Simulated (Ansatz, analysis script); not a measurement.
# Free-standing square Ir monolayer, spacing 3.069 Å: spin spirals and exchange

Wanted: E(q) and the moments of a free-standing square Ir monolayer, spacing 3.069 Å along a path through the zone.

Calculated with Ansatz 0.2.0; PBE, PAW set soft_1.

**1. Starting point**

The cell holds 1 atom: 1 Ir. Its edges and angles: a = 3.069 Å, b = 3.069 Å, c = 14.000 Å, α = 90.0°, β = 90.0°, γ = 90.0°. An idealised lattice of chosen spacing, in vacuum. Vacuum lies along c.

**2. The collinear state**

First a free collinear run, to see which state the typed moments lead to.

The input, input.yaml:

```yaml
crystal:
  lattice:
    - [3.069, 0.0, 0.0]
    - [0.0, 3.069, 0.0]
    - [0.0, 0.0, 14.0]
  atoms:
    - { symbol: Ir, position: [0.0, 0.0, 0.5], spin: 1.0 }
magnetization:
  spin_polarized: true
kpoints:
  mp_grid: { grid: [6, 6, 1] }
hamiltonian:
  xc: pbe
  pseudopotentials: { kind: paw, azcp: { folder: soft_1 } }
scf:
  occupations: { method: fermi_dirac, width: 0.1 }
  max_iter: 120
  convergence: { dr2_threshold: 1.0e-08 }
  lower_state_search: "off"
output:
  write_density: true
  write_potential: true
  elf: true
  volumetric_format: npy
```

Command:

```sh
> ansatz run input.yaml --threads 4 --pin off --max-ram 8192MiB --backend cpu --events-out ev --progress --plain --runs-dir out
```

Numbers of over 12 decimals in the logs are rounded to 6 here.

The log of the run:

```text
Engine: ansatz 0.2.0, x86_64-unknown-linux-gnu
Pseudopotentials: kind: paw
Pseudopotential: Ir, paw, valence charge 17, recommended cutoff 420 eV (normal), soft_1/Ir.paw.azcp
Functional definition: PBE
  parameter kappa = 0.804
  parameter beta = 0.066725
  exchange = pbe_x(kappa = kappa, mu = beta*pi^2/3)
  correlation = pbe_c(beta = beta)
Crystal: 1 atoms, lattice volume = 131.863 Å³
Basis set: ecut = 420 eV, 2583 PW (Γ)
Bands: 13, of which v1, the nominal top of the filled ones, is band 9 counted from 1 (8 counted from 0)
Symmetry: 16 space group operations
Space group: P4/mmm (ITA 123), of the structure as read, at distance tolerance 5.1e-5 Å
Magnetic group: BNS 123.339 (UNI 999), of the structure as read, at distance tolerance 5.1e-5 Å
k-points: 10 of 36
Non-local potential: Ir, projectors of the file, l = 0: 3, l = 1: 2, l = 2: 2, l = 3: 1
PAW form: soft (Blöchl's): semilocal exchange-correlation on the pseudo side does not see the compensation charge
PAW one-centre angular grid: Ir, 590 points (default); XC on 64 Gauss nodes
Initial density: superposition of atomic densities (neutral atoms: chi_scale 0, normalization atom)
Starting moments: Σ|m| = 1 μB on 1 of 1 site
Initial wavefunctions: pseudopotential atomic-orbital guess
Functional: x = pbe(κ = 0.804, μ = 0.219515), c = pbe(β = 0.066725)
iter 1 solved again at ethr=1.43e-3 eV; its pass at ethr=3.10e-3 eV (dr2=2.44e-1 eV) is discarded
SCF iter   1: F=—  HF=-11932.428740 eV  |F-HF|=—  |Δ(HF+E_count)|=         —  Δρ=1.21e-2 (↑1.21e-2 ↓9.25e-3)  dr2=2.40e-1  dr2_m=6.90e-2  M=1.285 μB ∫|m|=1.286 μB  β_m=1.00  ethr=1.43e-3  ⟨swp⟩=1.0  Hψ=1877  notcnv=0
preconditioner: auto → LDOS  [metal: Δε(μ)=0.026 eV  Ē_g=6.087 eV  σ=0.100 eV  W_gap=0.06  n_scr=8 (ndim 8)  ℏωp=9.7 eV  f_vac=0.689  D(μ)=5.40/eV (n_scr^D=40)]
spin=Collinear: LDOS preconditioning applied to the charge; magnetization (m = ρ↑ − ρ↓) channel mixes plain (no charge-response kernel on spin).
SCF iter   2: F=—  HF=-11932.500457 eV  |F-HF|=—  |Δ(HF+E_count)|=   7.17e-2  Δρ=1.17e-2 (↑1.17e-2 ↓7.57e-3)  dr2=1.07e-1  dr2_m=1.03e-1  M=1.855 μB ∫|m|=1.857 μB  β_m=1.00  ethr=1.41e-3  ⟨swp⟩=2.4  Hψ=345  notcnv=0
SCF iter   3: F=—  HF=-11932.567357 eV  |F-HF|=—  |Δ(HF+E_count)|=   6.69e-2  Δρ=5.69e-3 (↑5.69e-3 ↓4.58e-3)  dr2=7.92e-2  dr2_m=2.08e-2  M=2.086 μB ∫|m|=2.091 μB  β_m=1.00  ethr=6.27e-4  ⟨swp⟩=2.2  Hψ=373  notcnv=0
SCF iter   4: F=—  HF=-11932.577217 eV  |F-HF|=—  |Δ(HF+E_count)|=   9.86e-3  Δρ=6.38e-3 (↑2.35e-3 ↓6.38e-3)  dr2=5.50e-2  dr2_m=5.78e-3  M=2.075 μB ∫|m|=2.087 μB  β_m=1.00  ethr=4.66e-4  ⟨swp⟩=2.1  Hψ=561  notcnv=0
SCF iter   5: F=—  HF=-11932.573230 eV  |F-HF|=—  |Δ(HF+E_count)|=   3.99e-3  Δρ=1.68e-3 (↑1.68e-3 ↓1.38e-3)  dr2=5.13e-3  dr2_m=7.71e-4  M=2.100 μB ∫|m|=2.113 μB  β_m=1.00  ethr=3.24e-4  ⟨swp⟩=2.4  Hψ=481  notcnv=0
SCF iter   6: F=—  HF=-11932.580369 eV  |F-HF|=—  |Δ(HF+E_count)|=   7.14e-3  Δρ=3.05e-3 (↑9.88e-4 ↓3.05e-3)  dr2=1.38e-2  dr2_m=1.51e-3  M=2.109 μB ∫|m|=2.123 μB  β_m=1.00  ethr=3.02e-5  ⟨swp⟩=2.0  Hψ=547  notcnv=0
SCF iter   7: F=—  HF=-11932.578951 eV  |F-HF|=—  |Δ(HF+E_count)|=   1.42e-3  Δρ=6.92e-4 (↑6.92e-4 ↓4.68e-4)  dr2=6.44e-4  dr2_m=1.24e-4  M=2.107 μB ∫|m|=2.122 μB  β_m=0.30  ethr=3.02e-5  ⟨swp⟩=2.5  Hψ=460  notcnv=0
Mixer restart at iter 7: flushing history
spin-set hold released at iteration 7 (site moments contracting): the magnetisation degrees of freedom join the quasi-Newton model from the next iteration; the mixer history was flushed
SCF iter   8: F=—  HF=-11932.579916 eV  |F-HF|=—  |Δ(HF+E_count)|=   9.65e-4  Δρ=4.68e-4 (↑4.68e-4 ↓3.42e-4)  dr2=1.59e-4  dr2_m=1.21e-4  M=2.107 μB ∫|m|=2.123 μB  β_m=0.58  ethr=3.79e-6  ⟨swp⟩=1.0  Hψ=300  notcnv=0
SCF iter   9: F=—  HF=-11932.581055 eV  |F-HF|=—  |Δ(HF+E_count)|=   1.14e-3  Δρ=1.49e-4 (↑1.40e-4 ↓1.49e-4)  dr2=4.68e-6  dr2_m=2.35e-5  M=2.107 μB ∫|m|=2.124 μB  β_m=0.68  ethr=9.35e-7  ⟨swp⟩=2.4  Hψ=438  notcnv=0
SCF iter  10: F=—  HF=-11932.581110 eV  |F-HF|=—  |Δ(HF+E_count)|=   5.50e-5  Δρ=8.33e-5 (↑3.76e-5 ↓8.33e-5)  dr2=3.17e-6  dr2_m=3.75e-6  M=2.107 μB ∫|m|=2.124 μB  β_m=0.84  ethr=2.75e-8  ⟨swp⟩=2.4  Hψ=464  notcnv=0
SCF iter  11: F=—  HF=-11932.581115 eV  |F-HF|=—  |Δ(HF+E_count)|=   4.29e-6  Δρ=2.77e-5 (↑7.66e-6 ↓2.77e-5)  dr2=5.37e-7  dr2_m=2.96e-7  M=2.107 μB ∫|m|=2.124 μB  β_m=0.92  ethr=1.86e-8  ⟨swp⟩=2.4  Hψ=395  notcnv=0
SCF iter  12: F=—  HF=-11932.581115 eV  |F-HF|=—  |Δ(HF+E_count)|=   3.93e-7  Δρ=1.11e-5 (↑2.77e-6 ↓1.11e-5)  dr2=1.01e-7  dr2_m=4.23e-8  M=2.107 μB ∫|m|=2.124 μB  β_m=0.96  ethr=3.16e-9  ⟨swp⟩=2.3  Hψ=399  notcnv=0
SCF iter  13: F=-11932.581115 eV  HF=-11932.581115 eV  |F-HF|=1.11e-9  |Δ(HF+E_count)|=   1.01e-7  Δρ=1.48e-6 (↑5.12e-7 ↓1.48e-6)  dr2=2.02e-9  dr2_m=8.25e-10  M=2.107 μB ∫|m|=2.124 μB  ethr=5.88e-11  ⟨swp⟩=2.8  Hψ=978  notcnv=0
SCF 1 converged in 13 iterations: F = -11932.581115 eV  dr2 = 2.02e-9
  greatest PAW one-centre occupation: 1.000 electrons in one spin orbital (limit 2), on the Ir atom at site 0 (counted from 0), in its partial waves of l = 0
WARN: The output density's exchange-correlation potential varies sharply where the density is thin. Do not read a vacuum level from v_tot or v_xc, or from such a field of the output density. On a cell that repeats whose density bears no net charge and no dipole along the vacuum's axis use v_es (v_loc + v_h of the components); under efield.dipole_correction with no amplitude use v_es + v_field, which holds any externa [...]
SCF converged after 13 iterations
Magnetization: 2.1073 μB (9.5537 up, 7.4463 down)
Absolute magnetization: 2.1243 μB (∫|ρ↑−ρ↓|, with the PAW one-centre terms)
Spin contamination: 0.0073 ħ² per cell (⟨S²⟩ above its minimum at these occupations)
Per-site moments (μB) at R_I (Å): [(1.945199, 1.2659625)]
Free energy (F): -11932.581115 eV
Harris-Foulkes:  -11932.581115 eV  (|F-HF|=1.11e-9)
Internal energy: -11932.489496 eV  (E = F + TS)
E sigma→0 (E₀):  -11932.535306 eV
Entropy (-TS):   -0.091619 eV (-91.619 meV/atom)
Fermi energy:    -2.317238 eV
--- Per-component energies (eV) ---
  E_band       = -524.092002
  E_kinetic    = 533.094724
  E_local      = -6805.373718  (includes V_loc(G=0)·N_el)
  E_nonlocal   = 192.397807
  E_hartree    = 3042.965543
  E_xc         = -223.850072
  E_vxc        = -247.756103  (∫ρ·V_xc dr)
  E_paw        = -9266.174776  (= ΣΔE_a)
  E_vpaw       = -282.383625  (= ΣTr[D̂ρ^β])
  E_aug_tail   = 0.000366  (compensation charges beyond the density's cutoff)
  E_ewald      = 594.450629
  E_smearing   = -0.091619  (= −TS)
  E_closure    = -0.000000  (closes the sum)
  Σ components = -11932.581115   (vs F -11932.581115, Δ=0.00e0)
--- Band table (eV; the first three rows and the last of 20) ---
  k-point 0 ↑: bands = [... 5 lower, -5.4707, -4.1686, -3.1461, -3.1461, -2.6969, -0.1881, 2.9857, 4.1089]
  k-point 1 ↑: bands = [... 5 lower, -5.1006, -4.0608, -3.6551, -3.1117, -2.9681, 0.5364, 3.4096, 4.5875]
  k-point 2 ↑: bands = [... 5 lower, -4.3848, -3.8301, -3.4591, -3.3477, -3.0418, 2.0571, 3.6645, 4.7005]
  k-point 9 ↓: bands = [... 5 lower, -3.0742, -3.0742, -1.9103, -0.5330, 3.1991, 3.1991, 4.3387, 7.6398]
```

The job ended after 2.1 s (4 threads of Intel Xeon 6975P-C (Granite Rapids), shared host; peak memory 0.38 GiB).

Spin moment in the atom's sphere by atom:

```csv
atom,spin moment in the atom's sphere (μB)
Ir1,1.95
```

The run ends ferromagnetic, with a net moment of 2.11 μB a cell. With one Ir atom carrying the moment, parallel order of its images is forced by the cell, not found.

Spin density in the ca plane at fractional y = 0.000, with atoms of Ir within 0.2 Å of it.

Ten even steps from '0' (0.00 e/Å³) to '9' (0.54 e/Å³), each cell a mean:
```
0000000000000000138989620000000000000000
0000000000000000013554210000000000000000
0000000000000000000111000000000000000000
0000000000000000000000000000000000000000
0000000000000000000000000000000000000000
0000000000000000001232100000000000000000
0000000000000000026777410000000000000000
0000000000000000149999720000000000000000
```
Columns run along c (14.0 Å), rows up along a (3.1 Å). Atoms in or near the plane, at fractional coordinates: Ir at (0.50, 0.00).

Valence density in the ca plane at fractional y = 0.000, with atoms of Ir within 0.2 Å of it. It is the smooth field of the valence electrons, not physical close to the nuclei.

Values in e/Å³, 5 rows by 16 columns, each cell a mean:
```
0.0 0.0 0.0 0.0 0.0 0.0 0.2 3.7 5.1 0.4 0.0 0.0 0.0 0.0 0.0 0.0
0.0 0.0 0.0 0.0 0.0 0.0 0.1 0.6 0.7 0.1 0.0 0.0 0.0 0.0 0.0 0.0
0.0 0.0 0.0 0.0 0.0 0.0 0.0 0.2 0.2 0.1 0.0 0.0 0.0 0.0 0.0 0.0
0.0 0.0 0.0 0.0 0.0 0.0 0.1 1.2 1.6 0.2 0.0 0.0 0.0 0.0 0.0 0.0
0.0 0.0 0.0 0.0 0.0 0.0 0.2 4.8 6.5 0.5 0.0 0.0 0.0 0.0 0.0 0.0
```
Columns run along c (14.0 Å), rows up along a (3.1 Å). Atoms in or near the plane, at fractional coordinates: Ir at (0.50, 0.00).

ELF in the ca plane at fractional y = 0.000, with atoms of Ir within 0.2 Å of it. It is the smooth field of the valence electrons, not physical close to the nuclei.

Ten even steps from '0' (0.00) to '9' (0.58), each cell a mean:
```
0000000000000123469989854310000000000000
0000000000000013457998653210000000000000
0000000000000012345555543100000000000000
0000000000000001345555432100000000000000
0000000000000012345555442100000000000000
0000000000000012456776543210000000000000
0000000000000023468999754210000000000000
0000000000000123579879854310000000000000
```
Columns run along c (14.0 Å), rows up along a (3.1 Å). Atoms in or near the plane, at fractional coordinates: Ir at (0.50, 0.00).

**3. Mesh refined**

Levels at the Fermi energy are partly filled, so moments and energy differences can hang on the k-mesh, and the state is solved again on a denser one.

input.yaml, the sections that differ from step 2:

```yaml
crystal:
  lattice:
    - [3.069, 0.0, 0.0]
    - [0.0, 3.069, 0.0]
    - [0.0, 0.0, 14.0]
  atoms:
    - { symbol: Ir, position: [0.0, 0.0, 0.5], spin: 1.95 }
kpoints:
  mp_grid: { grid: [18, 18, 1] }
basis:
  ecutwfc: 420.0
checkpoint:
  read: start
  write: ck
  compress: false
  write_wavefunctions: false
  write_every: 100000
# magnetization, hamiltonian, scf: as in step 2
# output: removed
```

The log of the run:

```text
[...]
Magnetization: 1.8832 μB (9.4416 up, 7.5584 down)
Absolute magnetization: 1.8997 μB (∫|ρ↑−ρ↓|, with the PAW one-centre terms)
[...]
Per-site moments (μB) at R_I (Å): [(1.740799, 1.2659625)]
Free energy (F): -11932.618015 eV
[...]
Internal energy: -11932.524805 eV  (E = F + TS)
E sigma→0 (E₀):  -11932.571410 eV
Entropy (-TS):   -0.093210 eV (-93.210 meV/atom)
Fermi energy:    -2.284371 eV
[...]
[key lines of the parts left out:]
SCF converged after 9 iterations
```

Run time: 1.6 s. Hardware: 4 threads; peak memory 0.5 GiB.

Spin moment in the atom's sphere by atom:

```csv
atom,spin moment in the atom's sphere (μB)
Ir1,1.74
```

The run ends ferromagnetic, with a net moment of 1.88 μB a cell, against 2.11 μB on the first mesh.

Each spiral starts from these moments, tilted 90° from the rotation axis z (a flat spiral); sizes are free, while the program holds flat spirals in their plane. Spin–orbit coupling is switched off, so the energy does not depend on how the axis lies in the crystal. The folder named start holds the saved collinear state, from which each run begins.

The runs on spinors take the mesh 20×20×1.

**4. q = (0, 0, 0)**

The reference is the same input at q = 0, so that basis and exchange-correlation form match those at other q. Every q is chosen so that q/2 is a mesh vector: every spiral then samples the k-points of q = 0, and much mesh noise cancels.

input.yaml, the sections that differ from step 3:

```yaml
crystal:
  lattice:
    - [3.069, 0.0, 0.0]
    - [0.0, 3.069, 0.0]
    - [0.0, 0.0, 14.0]
  atoms:
    - { symbol: Ir, position: [0.0, 0.0, 0.5], spin: 1.74, spin_axis: [1.0, 0.0, 0.0] }
kpoints:
  mp_grid: { grid: [20, 20, 1] }
magnetization:
  noncollinear: true
  spin_spiral: { q: [0.0, 0.0, 0.0] }
checkpoint:
  read: start
# hamiltonian, scf, basis: as in step 3
```

Command:

```sh
> ansatz run input.yaml --threads 1 --pin off --max-ram 2048MiB --backend cpu --events-out ev --progress --plain --runs-dir out
```

The log of the run:

```text
Warning: checkpoint.read: spin treatment differs: saved collinear, current noncollinear; the saved charge density seeds this run and the saved magnetisation is carried along the axis that this deck's starting moments share; the saved density holds an absolute magnetisation of 1.9e0 μB; saved orbitals and DFT+U occupations are not carried; the saved PAW projector densities are carried along that axis
Warning: checkpoint.read: magnetization.spin_spiral differs: saved none, current q = [0, 0, 0]; the saved state is no spin spiral's: the SCF starts from none of its orbitals and from its density, each atom's moment turned about z as a whole to its place on this deck's spiral. A spiral's own state at q: [0, 0, 0] serves better
[...]
Crystal: 1 atoms, lattice volume = 131.863 Å³
Basis set: ecut = 420 eV, 2583 PW (Γ)
Bands: 26, of which v1, the nominal top of the filled ones, is band 17 counted from 1 (16 counted from 0)
Symmetry: 16 space group operations
k-points: 66 of 400
Spin spiral: q = (0, 0, 0) of the reciprocal vectors; moments are told in the frame that turns with it, a site's in that at the site
[...]
SCF iter   7: F=-11932.617540 eV  HF=-11932.617540 eV  |F-HF|=1.73e-10  |Δ(HF+E_count)|=  7.04e-10  Δρ=1.21e-6  dr2=7.39e-10  dr2_m=4.42e-10  ethr=3.86e-11  |M|=1.88e0 ∫|m|=1.90e0 μB  |m|>n=3.8e-2 m-floor=3.8e-2 τ_xc=5.4e-8 mc-row=3.8e-2  ⟨swp⟩=1.0  Hψ=4734  notcnv=0
SCF 1 converged in 7 iterations: F = -11932.617540 eV  dr2 = 7.39e-10
[...]
SCF converged after 7 iterations
Magnetization: |M| = 1.8837 μB,  M = (+1.8837, -0.0000, +0.0000) μB
Absolute magnetization: 1.9012 μB (∫|m|, with the PAW one-centre terms)
  site 0: m = (+1.7429, -0.0000, +0.0000) μB, |m| = 1.7429 μB  (R = 1.27 Å)
Free energy (F): -11932.617540 eV
[...]
Internal energy: -11932.524266 eV  (E = F + TS)
E sigma→0 (E₀):  -11932.570903 eV
Entropy (-TS):   -0.093274 eV (-93.274 meV/atom)
Fermi energy:    -2.284290 eV
[...]
```

Elapsed: 18 s, on 1 thread; peak memory 0.7 GiB.

The largest moment is 1.74 μB, against 1.74 μB in the collinear run.

**5. q = (0, 0.2, 0)**

Only q changes. The cell stays that of the crystal, since the generalised Bloch theorem carries the rotation from cell to cell.

Edit input.yaml of step 4 so:

```diff
@@ -21,3 +21,3 @@
   noncollinear: true
-  spin_spiral: { q: [0.0, 0.0, 0.0] }
+  spin_spiral: { q: [0.0, 0.2, 0.0] }
 checkpoint:
```

The log of the run:

```text
[...]
Crystal: 1 atoms, lattice volume = 131.863 Å³
Basis set: ecut = 420 eV, 2583 PW (Γ)
Bands: 26, of which v1, the nominal top of the filled ones, is band 17 counted from 1 (16 counted from 0)
Symmetry: 4 space group operations
k-points: 121 of 400
[...]
SCF iter   9: F=-11932.589493 eV  HF=-11932.589493 eV  |F-HF|=6.00e-11  |Δ(HF+E_count)|=   1.71e-8  Δρ=1.77e-6  dr2=2.21e-9  dr2_m=9.96e-10  ethr=5.88e-11  |M|=1.74e0 ∫|m|=1.83e0 μB  |m|>n=3.7e-2 m-floor=3.7e-2 τ_xc=9.3e-3 mc-row=3.7e-2 uncertified=24  ⟨swp⟩=1.2  Hψ=8489  notcnv=0
SCF 1 converged in 9 iterations: F = -11932.589493 eV  dr2 = 2.21e-9
[...]
SCF converged after 9 iterations
Magnetization: |M| = 1.7438 μB,  M = (+1.7438, -0.0000, +0.0000) μB
Absolute magnetization: 1.8310 μB (∫|m|, with the PAW one-centre terms)
  site 0: m = (+1.6651, +0.0000, +0.0000) μB, |m| = 1.6651 μB  (R = 1.27 Å)
Free energy (F): -11932.589493 eV
[...]
Internal energy: -11932.484263 eV  (E = F + TS)
E sigma→0 (E₀):  -11932.536878 eV
Entropy (-TS):   -0.105230 eV (-105.230 meV/atom)
Fermi energy:    -2.312986 eV
[...]
```

It took 34 s on 1 thread; peak memory 0.99 GiB.

The energy of the cell lies 28.0 meV above that at q = 0, and the largest moment is 1.67 μB against 1.74 μB.

(Continued in part 2 of 2.)

[Logs and program files are shortened in this print: banners, set-up blocks, solver, clock and traceback lines can be left out without a mark of their own.]

[Logs are printed without paths, hosts, clocks, repeated set-up lines and the standing remarks that a program may print on its own settings, such as how far it seeks lower states.]

[Hosts, paths, dates, database ids (printed as entryN), source tags and the programs' standing remarks are cut or masked in the printed files.]
